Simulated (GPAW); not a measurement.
# STM contrast on 1T-TiTe2 monolayer

Wanted: filled- and empty-state images of 1T-TiTe2 monolayer, with its work function.

Main program and level: GPAW 26.7.0; GPAW, PAW setups; layer in a repeated cell with vacuum, relaxation of atoms and in-plane cell, in the first sound run; inputs show where later runs differ.

Most raw output is cut from this account.

### 1. Set-up

The cell holds 3 atoms: 2 Te and 1 Ti. Its edges and angles: a = 3.750 Å, b = 3.750 Å, c = 21.676 Å, α = 90.0°, β = 90.0°, γ = 120.0°. Vacuum lies along c.

### 2. Relaxation

Forces are removed first; all later runs use this geometry.

run.py

```python
import json
import numpy as np
from ase import Atoms
from ase.filters import FrechetCellFilter
from ase.optimize import BFGS
from gpaw import GPAW, PW

slab = Atoms(
    ['Te', 'Ti', 'Te'],
    positions=[
        [1.87500, 1.08253, 9.00000],
        [0.00000, 0.00000, 10.83796],
        [-0.00000, 2.16506, 12.67592]],
    cell=[[3.75, 0.0, 0.0], [-1.875, 3.2476, 0.0], [0.0, 0.0, 21.6759]],
    pbc=[True, True, True])

slab.calc = GPAW(mode=PW(600), xc='PBE', kpts={'size': (9, 9, 1), 'gamma': True},
                 occupations={'name': 'fermi-dirac', 'width': 0.05}, nbands='160%',
                 convergence={'density': 1e-05}, maxiter=200,
                 symmetry={'tolerance': 1e-3}, txt='slab.txt')
result = {}
# The in-plane cell is free; stress needs a cell that repeats along all three vectors
path = []
opt = BFGS(FrechetCellFilter(slab, mask=[1, 1, 0, 0, 0, 1]), maxstep=0.2)
opt.attach(lambda: path.append((slab.get_potential_energy(), slab.positions.tolist(), slab.get_forces().tolist())))
result['relaxed'] = bool(opt.run(fmax=0.02, steps=45))
result['path'] = path
result['cell'] = slab.cell.tolist()
print('in-plane lattice', slab.cell.cellpar().round(4)[[0, 1, 5]])
energy = slab.get_potential_energy()
fermi = slab.calc.get_fermi_level()
v = slab.calc.get_electrostatic_potential().mean((0, 1)) - fermi
n = slab.calc.get_pseudo_density().mean((0, 1))
L = slab.cell[2, 2]
z = np.arange(len(v)) * L / len(v)
low, high = slab.positions[:, 2].min(), slab.positions[:, 2].max()
below, above = np.interp([low - 6.8, high + 6.8], z, v)
slopes = [np.interp(x, z, np.gradient(v, z)) for x in (low - 6.8, high + 6.8)]
eps = np.array([[slab.calc.get_eigenvalues(k, s) for k in range(len(slab.calc.get_ibz_k_points()))]
                for s in range(slab.calc.get_number_of_spins())]) - fermi
top, bottom = eps[eps < 0].max(), eps[eps > 0].min()
dipole = slab.get_dipole_moment()[2]
print(f'energy {energy:.4f} eV, Fermi level {fermi:.4f} eV, dipole {dipole:.5f} e A')
print(f'potential 6.8 A off the faces, from the Fermi level: lower {below:.4f} eV, upper {above:.4f} eV')
print(f'slope of the potential there: lower {slopes[0]:.5f}, upper {slopes[1]:.5f} eV/A')
print(f'nearest levels on the mesh: {top:.4f} and {bottom:.4f} eV')
print('magnetic moment', round(slab.get_magnetic_moment(), 3))
result.update(energy=energy, fermi=fermi, dipole=dipole, below=below, above=above, slopes=slopes, edges=[top, bottom],
              z=z.tolist(), v=v.tolist(), n=n.tolist(), positions=slab.positions.tolist(),
              forces=slab.get_forces(apply_constraint=False).tolist(), moments=slab.get_magnetic_moments().tolist())
json.dump(result, open('result.json', 'w'))
```

Started as:

```sh
$ OMP_NUM_THREADS=1 OPENBLAS_NUM_THREADS=1 python run.py
```

Wall time 5.8 min (1 thread of Arm Neoverse V1, shared host); peak memory 0.37 GiB.

This step gave:

* dipole along the normal: -3.82e-4 e·Å
* levels nearest the Fermi level on the mesh: -0.09348, 0.02190 eV from the Fermi level

Electrostatic potential energy of an electron (without an applied field's), less the Fermi level, planar mean against z:

```
z (Å)  electrostatic potential energy of an electron (without an applied field's), less the Fermi level, planar mean (eV)
  0.0                                                                                                                4.87
  0.5                                                                                                                4.87
  1.0                                                                                                                4.87
  1.5                                                                                                                4.87
  2.0                                                                                                                4.87
  2.5                                                                                                                4.87
  3.0                                                                                                                4.87
  3.5                                                                                                                4.87
  4.0                                                                                                                4.87
  4.5                                                                                                                4.87
  5.0                                                                                                                4.87
  5.5                                                                                                                4.87
  6.0                                                                                                                4.86
  6.5                                                                                                                4.83
  7.0                                                                                                                4.71
  7.5                                                                                                                4.19
  8.0                                                                                                                2.11
  8.5                                                                                                               -5.25
  9.0                                                                                                               -17.4
  9.5                                                                                                               -10.7
 10.0                                                                                                               -3.48
 10.5                                                                                                               -8.06
 11.0                                                                                                               -10.6
 11.5                                                                                                               -3.92
 12.0                                                                                                               -6.83
 12.5                                                                                                               -17.5
 13.0                                                                                                               -9.90
 13.5                                                                                                               0.410
 14.0                                                                                                                3.75
 14.5                                                                                                                4.60
 15.0                                                                                                                4.81
 15.5                                                                                                                4.86
 16.0                                                                                                                4.87
 16.5                                                                                                                4.87
 17.0                                                                                                                4.87
 17.5                                                                                                                4.87
 18.0                                                                                                                4.87
 18.5                                                                                                                4.87
 19.0                                                                                                                4.87
 19.5                                                                                                                4.87
 20.0                                                                                                                4.87
 20.5                                                                                                                4.87
 21.0                                                                                                                4.87
 21.5                                                                                                                4.87
```

The pseudo valence density, planar mean oscillates, so the rows of the table below give means over windows of 1 Å about each position, cut where the curve ends. Its maxima inside the range that stand out by 2 % of the span (Å: e/Å³): 8.5: 0.264, 9.7: 0.322, 10.9: 0.988, 12.0: 0.322, 13.2: 0.264. Its minima: 9.0: 0.106, 10.1: 0.300, 11.6: 0.300, 12.7: 0.106.

The pseudo valence density, planar mean by z; means over each step:

```
z (Å)  pseudo valence density, planar mean (e/Å³)
    5                                      3.7e-5
    6                                      6.2e-4
    7                                      0.0104
    8                                       0.126
    9                                       0.196
   10                                       0.369
   11                                       0.739
   12                                       0.280
   13                                       0.196
   14                                      0.0628
   15                                     0.00419
   16                                      2.5e-4
   17                                      1.5e-5
```

The relaxation lowered the energy of the cell by 0.0695 eV (energies extrapolated to zero smearing; the optimiser's log prints free energies). The largest force left on a free atom is 0.0051 eV/Å.

### 3. The slab's potential

The work function is the vacuum plateau of the electrostatic potential less the Fermi level; a dipole layer lets the two faces have plateaus of their own.

This step: GPAW, PAW setups; slab in vacuum (GPAW 26.7.0).

The cell differs from the one that the last finished run ended in (c 21.676 → 21.503 Å).

run.py

```python
import json
import numpy as np
from ase import Atoms
from ase.dft.stm import STM
from gpaw import GPAW, PW

slab = Atoms(
    ['Te', 'Ti', 'Te'],
    positions=[
        [1.86847, 1.07876, 9.00000],
        [-0.00000, 0.00000, 10.75143],
        [-0.00000, 2.15752, 12.50285]],
    cell=[[3.73695, -0.0, 0.0], [-1.86847, 3.2363, 0.0], [0.0, 0.0, 21.5029]],
    pbc=[True, True, False])

slab.calc = GPAW(mode=PW(400), xc='PBE', kpts={'size': (9, 9, 1), 'gamma': True},
                 occupations={'name': 'fermi-dirac', 'width': 0.05}, nbands='160%',
                 convergence={'density': 1e-05}, maxiter=200,
                 poissonsolver={'dipolelayer': 'xy'},
                 symmetry={'tolerance': 1e-3}, txt='slab.txt')
result = {}
energy = slab.get_potential_energy()
fermi = slab.calc.get_fermi_level()
v = slab.calc.get_electrostatic_potential().mean((0, 1)) - fermi
n = slab.calc.get_pseudo_density().mean((0, 1))
L = slab.cell[2, 2]
z = np.arange(len(v)) * L / len(v)
low, high = slab.positions[:, 2].min(), slab.positions[:, 2].max()
below, above = np.interp([low - 6.8, high + 6.8], z, v)
slopes = [np.interp(x, z, np.gradient(v, z)) for x in (low - 6.8, high + 6.8)]
eps = np.array([[slab.calc.get_eigenvalues(k, s) for k in range(len(slab.calc.get_ibz_k_points()))]
                for s in range(slab.calc.get_number_of_spins())]) - fermi
top, bottom = eps[eps < 0].max(), eps[eps > 0].min()
dipole = slab.get_dipole_moment()[2]
print(f'energy {energy:.4f} eV, Fermi level {fermi:.4f} eV, dipole {dipole:.5f} e A')
print(f'potential 6.8 A off the faces, from the Fermi level: lower {below:.4f} eV, upper {above:.4f} eV')
print(f'slope of the potential there: lower {slopes[0]:.5f}, upper {slopes[1]:.5f} eV/A')
print(f'nearest levels on the mesh: {top:.4f} and {bottom:.4f} eV')
print('magnetic moment', round(slab.get_magnetic_moment(), 3))
result.update(energy=energy, fermi=fermi, dipole=dipole, below=below, above=above, slopes=slopes, edges=[top, bottom],
              z=z.tolist(), v=v.tolist(), n=n.tolist(), positions=slab.positions.tolist(),
              forces=slab.get_forces(apply_constraint=False).tolist(), moments=slab.get_magnetic_moments().tolist())

# Images need the states of the whole zone, up to time reversal
slab.calc = slab.calc.fixed_density(symmetry={'point_group': False}, txt='states.txt', nbands='250%',
                                    convergence={'bands': 'CBM+1.3'})
stm = STM(slab)
result['stm'] = []
for bias in [-1.0, 1.0]:
    height = high + 4.0
    current = stm.get_averaged_current(bias, height)
    x, y, h = stm.scan(bias, current)
    i, f = divmod(height / L * stm.ldos.shape[2], 1)
    I = abs((1 - f) * stm.ldos[:, :, int(i)] + f * stm.ldos[:, :, int(i) + 1])
    print(f'bias {bias} V: mean current at 4.0 A {current:.4e}, corrugation {np.ptp(h):.4f} A')
    result['stm'].append(dict(bias=bias, current=current, h=(h - high).tolist(), I=I.tolist()))
json.dump(result, open('result.json', 'w'))
```

Elapsed: 1.8 min, on 1 thread; peak memory 0.37 GiB.

Numbers from this step:

- dipole along the normal: -0.001161 e·Å
- levels nearest the Fermi level on the mesh: -0.09335, 0.02187 eV from the Fermi level
- upper work function: 4.875 eV
- lower work function: 4.867 eV
- corrugation -1: 0.2908 Å
- corrugation 1: 0.2807 Å

The electrostatic potential energy of an electron (without an applied field's), less the Fermi level, planar mean by z:

```
z (Å)  electrostatic potential energy of an electron (without an applied field's), less the Fermi level, planar mean (eV)
    0                                                                                                                4.87
    1                                                                                                                4.87
    2                                                                                                                4.87
    3                                                                                                                4.87
    4                                                                                                                4.87
    5                                                                                                                4.87
    6                                                                                                                4.85
    7                                                                                                                4.66
    8                                                                                                                1.35
    9                                                                                                               -17.8
   10                                                                                                               -3.47
   11                                                                                                               -9.47
   12                                                                                                               -8.64
   13                                                                                                               -7.51
   14                                                                                                                4.00
   15                                                                                                                4.82
   16                                                                                                                4.87
   17                                                                                                                4.88
   18                                                                                                                4.88
   19                                                                                                                4.88
   20                                                                                                                4.88
   21                                                                                                                4.88
```

The pseudo valence density, planar mean oscillates, so the rows of the table below give means over windows of 1 Å about each position, cut where the curve ends. Its maxima inside the range that stand out by 2 % of the span (Å: e/Å³): 8.4: 0.259, 9.7: 0.316, 10.8: 1.02, 11.8: 0.316, 13.1: 0.259. Its minima: 9.0: 0.103, 9.9: 0.295, 11.6: 0.295, 12.5: 0.103.

Table of pseudo valence density, planar mean by z; means over each step:

```
z (Å)  pseudo valence density, planar mean (e/Å³)
    5                                      4.8e-5
    6                                      8.0e-4
    7                                      0.0133
    8                                       0.145
    9                                       0.200
   10                                       0.408
   11                                       0.702
   12                                       0.263
   13                                       0.198
   14                                      0.0516
   15                                     0.00337
   16                                      1.9e-4
   17                                      1.2e-5
```

Tip height over the top atom over a1 and a2. Sample bias -1 V, constant current at the mean current 4.0 Å over the top atom.

Ten even steps from '0' (3.85 Å) to '9' (4.14 Å):
```
002345667766543200
123456778776543210
234567888876543211
345688999886543222
456789999876543223
567899999876533233
567899998765433334
678899988765433345
677888877654333345
667787766543222345
566666655432222345
555555544322222344
444444333322223333
333333333322233333
222222233333333222
101122334444433221
000123345555433210
001234556665543210
```
Columns: a1 from 0 to 0.944; rows upwards: a2 from 0 to 0.944.

[end of part 1 of 2]

[Logs are printed without paths, hosts, clocks, repeated set-up lines and the standing remarks that a program may print on its own settings, such as how far it seeks lower states.]

[Hosts, paths, dates, database ids (printed as entryN), source tags and the programs' standing remarks are cut or masked in the printed files.]
